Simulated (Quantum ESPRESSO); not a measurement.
# LiCl (Fm-3m): a volume series of phonon spectra, part 4 of 9

Aim: how the vibrations of LiCl shift with volume, and the expansion that follows.

Experimental results on record:
- volume expansion coefficient 131.4 1e-6/K and heat capacity C_P per formula unit 48.1 J/mol/K near room temperature (given in “High-Throughput Prediction of Finite-Temperature Properties using the Quasi-Harmonic Approximation”, 2016, arXiv:1603.06924)
- volume expansion coefficient 131.1 1e-6/K near room temperature (given in “Descriptors for thermal expansion in solids”, 2017, arXiv:1701.03966)

Quantum ESPRESSO 7.5; DFT PBE, scalar-relativistic, plane waves, GBRV ultrasoft pseudopotentials.

So far. Step 3 (Finding the static equilibrium): After the last step pw.x solved the final cell once more on a basis chosen for it, which moves the energy without moving the atoms. Step 4 (Self-consistent run): On a basis chosen for the relaxed cell the pressure is 0.001 GPa, small enough for phonons.

The database entry behind the starting cell differs from later determinations by our own check (0.1 to 0.3 % short, probably kX units), so it need not match the best structure at ambient conditions.

### 5. Zone-centre response

In a polar crystal the Born charges and ε∞ give the long-range dipole term that a finite supercell misses. They are those of this k-mesh and were not tested on a denser one; where the gap is small they converge slowly, and the LO modes with them.

Input file ph.in:

```
phonons
&INPUTPH
  prefix = 'x'
  outdir = './tmp'
  fildyn = 'x.dyn'
  tr2_ph = 1.0d-18
  epsil  = .true.
/
0.000000000 0.000000000 0.000000000
```

Input file scf.in:

```
&CONTROL
  calculation = 'scf'
  prefix      = 'x'
  outdir      = './tmp'
  pseudo_dir  = './pseudo'
  tprnfor     = .true.
  tstress     = .true.
/
&SYSTEM
  ibrav       = 0
  nat         = 2
  ntyp        = 2
  ecutwfc     = 45.0
  ecutrho     = 270.0
  occupations = 'fixed'
  nbnd        = 7
/
&ELECTRONS
  conv_thr         = 1.0d-12
  mixing_beta      = 0.7
  electron_maxstep = 100
/
ATOMIC_SPECIES
 Li      6.9400  Li.upf
 Cl     35.4500  Cl.upf
CELL_PARAMETERS angstrom
     0.000000000    2.574315291    2.574315291
     2.574315291    0.000000000    2.574315291
     2.574315291    2.574315291    0.000000000
ATOMIC_POSITIONS crystal
 Li     0.000000000   0.000000000   0.000000000
 Cl     0.500000000   0.500000000   0.500000000
K_POINTS automatic
 8 8 8 0 0 0
```

Run with:

```bash
$ OMP_NUM_THREADS=1 mpirun -n 4 ph.x -nk 4 -in ph.in > ph.out
```

What it wrote:

```text
[banner, memory and clock lines left out]
Program PHONON v.7.5

     ./tmp/x.save/

     IMPORTANT: XC functional enforced from input :
     Exchange-correlation= PBE
                           (   1   4   3   4   0   0   0)
     Any further DFT definition will be discarded
     Please, verify this is what you really want

     G-vector sticks info

     negative rho (up, down):  1.454E-02 0.000E+00
     Reading collected, re-writing distributed wavefunctions in ./tmp/

     Number and degeneracy of irreps per q-point
       N         xq(1)         xq(2)         xq(3)   N irreps
       1   0.000000000   0.000000000   0.000000000       2
        3   3

     Calculation of q =    0.0000000   0.0000000   0.0000000

     phonons

     bravais-lattice index     =            0
     lattice parameter (alat)  =       6.8798  a.u.
     unit-cell volume          =     230.2565 (a.u.)^3
     number of atoms/cell      =            2
     number of atomic types    =            2
     kinetic-energy cut-off    =      45.0000  Ry
     charge density cut-off    =     270.0000  Ry
     convergence threshold     =      1.0E-18
     beta                      =       0.7000
     number of iterations used =            4
     Exchange-correlation= PBE
                           (   1   4   3   4   0   0   0)

     celldm(1)=    6.87980  celldm(2)=    0.00000  celldm(3)=    0.00000
     celldm(4)=    0.00000  celldm(5)=    0.00000  celldm(6)=    0.00000

     crystal axes: (cart. coord. in units of alat)
               a(1) = (  0.0000  0.7071  0.7071 )
               a(2) = (  0.7071  0.0000  0.7071 )
               a(3) = (  0.7071  0.7071  0.0000 )

     reciprocal axes: (cart. coord. in units 2 pi/alat)
               b(1) = ( -0.7071  0.7071  0.7071 )
               b(2) = (  0.7071 -0.7071  0.7071 )
               b(3) = (  0.7071  0.7071 -0.7071 )

     Atoms inside the unit cell:

     Cartesian axes

     site n.  atom      mass           positions (alat units)
        1  Li      6.9400   tau(    1) = (    0.00000    0.00000    0.00000  )
        2  Cl     35.4500   tau(    2) = (    0.70711    0.70711    0.70711  )

     Computing dynamical matrix for
                    q = (   0.0000000   0.0000000   0.0000000 )

     49 Sym.Ops. (with q -> -q+G )

     G cutoff =  323.7093  (  17153 G-vectors)     FFT grid: ( 36, 36, 36)
     G cutoff =  215.8062  (   9377 G-vectors)  smooth grid: ( 30, 30, 30)
     number of k points=    29
                       cart. coord. in units 2pi/alat
        k(    1) = (   0.0000000   0.0000000   0.0000000), wk =   0.0039062
        k(    2) = (   0.0883883   0.0883883  -0.0883883), wk =   0.0312500
        k(    3) = (   0.1767767   0.1767767  -0.1767767), wk =   0.0312500
        k(    4) = (   0.2651650   0.2651650  -0.2651650), wk =   0.0312500
        k(    5) = (  -0.3535534  -0.3535534   0.3535534), wk =   0.0156250
        k(    6) = (   0.1767767   0.0000000   0.0000000), wk =   0.0234375
        k(    7) = (   0.2651650   0.0883883  -0.0883883), wk =   0.0937500
        k(    8) = (   0.3535534   0.1767767  -0.1767767), wk =   0.0937500
        k(    9) = (  -0.2651650  -0.4419417   0.4419417), wk =   0.0937500
        k(   10) = (  -0.1767767  -0.3535534   0.3535534), wk =   0.0937500
        k(   11) = (  -0.0883883  -0.2651650   0.2651650), wk =   0.0937500
        k(   12) = (   0.0000000  -0.1767767   0.1767767), wk =   0.0468750
        k(   13) = (   0.3535534   0.0000000   0.0000000), wk =   0.0234375
        k(   14) = (   0.4419417   0.0883883  -0.0883883), wk =   0.0937500
        k(   15) = (  -0.1767767  -0.5303301   0.5303301), wk =   0.0937500
        k(   16) = (  -0.0883883  -0.4419417   0.4419417), wk =   0.0937500
[...]
k(   22) = (   0.3535534   0.1767767   0.0000000), wk =   0.0937500
        k(   23) = (  -0.2651650  -0.4419417   0.6187184), wk =   0.1875000
        k(   24) = (  -0.1767767  -0.3535534   0.5303301), wk =   0.0937500
        k(   25) = (  -0.1767767  -0.5303301   0.7071068), wk =   0.0937500
        k(   26) = (  -0.0883883  -0.4419417   0.6187184), wk =   0.1875000
        k(   27) = (   0.0000000  -0.3535534   0.5303301), wk =   0.0937500
        k(   28) = (  -0.7071068   0.1767767  -0.0000000), wk =   0.0468750
        k(   29) = (  -0.7071068   0.3535534   0.0000000), wk =   0.0234375

     PseudoPot. # 1 for Li read from file:
     ./pseudo/Li.upf
     Pseudo is Ultrasoft, Zval =  3.0
     Using radial grid of  751 points,  5 beta functions with:
                l(1) =   0
                l(2) =   0
                l(3) =   0
                l(4) =   1
                l(5) =   1
     Q(r) pseudized with 10 coefficients,  rinner =    1.150   1.150   1.150

     PseudoPot. # 2 for Cl read from file:
     ./pseudo/Cl.upf
     Pseudo is Ultrasoft + core correction, Zval =  7.0
     Using radial grid of  909 points,  6 beta functions with:
                l(1) =   0
                l(2) =   0
                l(3) =   1
                l(4) =   1
                l(5) =   2
                l(6) =   2
     Q(r) pseudized with  8 coefficients,  rinner =    1.300   1.300   1.300
                                                       1.300   1.300

     Mode symmetry, O_h (m-3m)  point group:

     Electric field:
     Dielectric constant
     Born effective charges as d Force / d E

     Atomic displacements:
     There are    2 irreducible representations

     Representation     1      3 modes -  To be done

     Representation     2      3 modes -  To be done

     Alpha used in Ewald sum =   2.8000

     negative rho (up, down):  1.454E-02 0.000E+00

     Electric Fields Calculation

      thresh= 1.000E-02 alpha_mix =  0.700 |ddv_scf|^2 =  2.085E-07

      thresh= 4.566E-05 alpha_mix =  0.700 |ddv_scf|^2 =  2.386E-08

      thresh= 1.545E-05 alpha_mix =  0.700 |ddv_scf|^2 =  1.284E-09

      thresh= 3.583E-06 alpha_mix =  0.700 |ddv_scf|^2 =  1.480E-12

      thresh= 1.217E-07 alpha_mix =  0.700 |ddv_scf|^2 =  6.829E-15

      thresh= 8.263E-09 alpha_mix =  0.700 |ddv_scf|^2 =  2.162E-16

      thresh= 1.470E-09 alpha_mix =  0.700 |ddv_scf|^2 =  1.408E-18

      thresh= 1.187E-10 alpha_mix =  0.700 |ddv_scf|^2 =  1.122E-19

     End of electric fields calculation

          Dielectric constant in cartesian axis

          (       2.949570817      -0.000000000       0.000000000 )
          (      -0.000000000       2.949570817      -0.000000000 )
          (       0.000000000      -0.000000000       2.949570817 )

          Effective charges (d Force / dE) in cartesian axis without acoustic sum rule applied (asr)

           atom    1  Li    Mean Z*:        1.18372
      Ex  (        1.18372        0.00000        0.00000 )
      Ey  (        0.00000        1.18372        0.00000 )
      Ez  (        0.00000        0.00000        1.18372 )
           atom    2  Cl    Mean Z*:       -1.18919
      Ex  (       -1.18919        0.00000        0.00000 )
      Ey  (        0.00000       -1.18919        0.00000 )
      Ez  (        0.00000        0.00000       -1.18919 )

          Effective charges Sum: Mean:       -0.00547
             -0.00547        0.00000        0.00000
              0.00000       -0.00547        0.00000
              0.00000        0.00000       -0.00547

          Effective charges (d Force / dE) in cartesian axis with asr applied:
           atom    1  Li    Mean Z*:        1.18645
      E*x (        1.18645       -0.00000        0.00000 )
      E*y (       -0.00000        1.18645        0.00000 )
      E*z (        0.00000        0.00000        1.18645 )
           atom    2  Cl    Mean Z*:       -1.18645
      E*x (       -1.18645        0.00000       -0.00000 )
      E*y (        0.00000       -1.18645       -0.00000 )
      E*z (       -0.00000       -0.00000       -1.18645 )

     Representation #   1 modes #   1   2   3

     Self-consistent Calculation

      thresh= 1.000E-02 alpha_mix =  0.700 |ddv_scf|^2 =  4.079E-07

      thresh= 6.387E-05 alpha_mix =  0.700 |ddv_scf|^2 =  3.644E-08

      thresh= 1.909E-05 alpha_mix =  0.700 |ddv_scf|^2 =  5.494E-10

      thresh= 2.344E-06 alpha_mix =  0.700 |ddv_scf|^2 =  2.812E-12

      thresh= 1.677E-07 alpha_mix =  0.700 |ddv_scf|^2 =  7.600E-15

      thresh= 8.718E-09 alpha_mix =  0.700 |ddv_scf|^2 =  2.095E-16

      thresh= 1.448E-09 alpha_mix =  0.700 |ddv_scf|^2 =  1.571E-18

      thresh= 1.253E-10 alpha_mix =  0.700 |ddv_scf|^2 =  7.728E-21

     End of self-consistent calculation

     Convergence has been achieved

     Representation #   2 modes #   4   5   6

     Self-consistent Calculation

      thresh= 1.000E-02 alpha_mix =  0.700 |ddv_scf|^2 =  1.134E-07

      thresh= 3.368E-05 alpha_mix =  0.700 |ddv_scf|^2 =  5.636E-09

      thresh= 7.507E-06 alpha_mix =  0.700 |ddv_scf|^2 =  4.380E-10

      thresh= 2.093E-06 alpha_mix =  0.700 |ddv_scf|^2 =  1.174E-11

      thresh= 3.427E-07 alpha_mix =  0.700 |ddv_scf|^2 =  3.638E-14

      thresh= 1.907E-08 alpha_mix =  0.700 |ddv_scf|^2 =  1.779E-16

      thresh= 1.334E-09 alpha_mix =  0.700 |ddv_scf|^2 =  1.171E-17

      thresh= 3.421E-10 alpha_mix =  0.700 |ddv_scf|^2 =  5.390E-20

     End of self-consistent calculation

     Convergence has been achieved

     Number of q in the star =    1
     List of q in the star:
          1   0.000000000   0.000000000   0.000000000

          Dielectric constant in cartesian axis

          (       2.949570817      -0.000000000       0.000000000 )
          (      -0.000000000       2.949570817      -0.000000000 )
          (       0.000000000      -0.000000000       2.949570817 )

          Effective charges (d Force / dE) in cartesian axis without acoustic sum rule applied (asr)

           atom    1  Li    Mean Z*:        1.18372
      Ex  (        1.18372        0.00000        0.00000 )
      Ey  (        0.00000        1.18372        0.00000 )
      Ez  (        0.00000        0.00000        1.18372 )
           atom    2  Cl    Mean Z*:       -1.18919
      Ex  (       -1.18919        0.00000        0.00000 )
      Ey  (        0.00000       -1.18919        0.00000 )
      Ez  (        0.00000        0.00000       -1.18919 )

          Effective charges Sum: Mean:       -0.00547
             -0.00547        0.00000        0.00000
              0.00000       -0.00547        0.00000
              0.00000        0.00000       -0.00547

          Effective charges (d Force / dE) in cartesian axis with asr applied:
           atom    1  Li    Mean Z*:        1.18645
      E*x (        1.18645       -0.00000        0.00000 )
      E*y (       -0.00000        1.18645        0.00000 )
      E*z (        0.00000        0.00000        1.18645 )
           atom    2  Cl    Mean Z*:       -1.18645
      E*x (       -1.18645        0.00000       -0.00000 )
      E*y (        0.00000       -1.18645       -0.00000 )
      E*z (       -0.00000       -0.00000       -1.18645 )

     Diagonalizing the dynamical matrix

     q = (    0.000000000   0.000000000   0.000000000 )

 **************************************************************************
     freq (    1) =      -0.263908 [THz] =      -8.803011 [cm-1]
     freq (    2) =      -0.263908 [THz] =      -8.803011 [cm-1]
     freq (    3) =      -0.263908 [THz] =      -8.803011 [cm-1]
     freq (    4) =       5.028910 [THz] =     167.746394 [cm-1]
     freq (    5) =       5.028910 [THz] =     167.746394 [cm-1]
     freq (    6) =       5.028910 [THz] =     167.746394 [cm-1]
 **************************************************************************

     Mode symmetry, O_h (m-3m)  point group:

     freq (   1-   3) =         -8.8  [cm-1]   --> T_1u G_15  G_4- I
     freq (   4-   6) =        167.7  [cm-1]   --> T_1u G_15  G_4- I
```

Run time: 38 s. Hardware: 4 MPI ranks of Arm Neoverse V1, shared host; 2.5 min of CPU time.

This step gave:

- Γ frequencies: -8.8, -8.8, -8.8, 167.8, 167.8, 167.8 cm⁻¹ (negative: imaginary)
- Γ symmetry: T_1u G_15 G_4- I, T_1u G_15 G_4- I, T_1u G_15 G_4- I, T_1u G_15 G_4- I, T_1u G_15 G_4- I, T_1u G_15 G_4- I

ε∞:

```
2.95 0.00 0.00
0.00 2.95 0.00
0.00 0.00 2.95
```

Born charge (rows field, columns displacement), before the sum rule (e), principal values of the symmetric part by kind of site:

```csv
atom,atoms with these values,low,middle,high,mean
Li1,1,1.18,1.18,1.18,1.18
Cl2,1,-1.19,-1.19,-1.19,-1.19
```

In full for Li1:

```
1.18 0.00 0.00
0.00 1.18 0.00
0.00 0.00 1.18
```

The Born charges sum to zero within 0.0055 e; the rest is removed before use. Acoustic frequencies in this log differ from zero by the error of the sum rule, which ph.x does not impose.

(Continued in part 5 of 9.)

[Logs are printed without paths, hosts, clocks, repeated set-up lines and the standing remarks that a program may print on its own settings, such as how far it seeks lower states.]

[Hosts, paths, dates, database ids (printed as entryN), source tags and the programs' standing remarks are cut or masked in the printed files.]

[A step with changed settings may run another functional than the one named; its input shows which.]

[Of the runs on displaced cells, only some may be shown.]
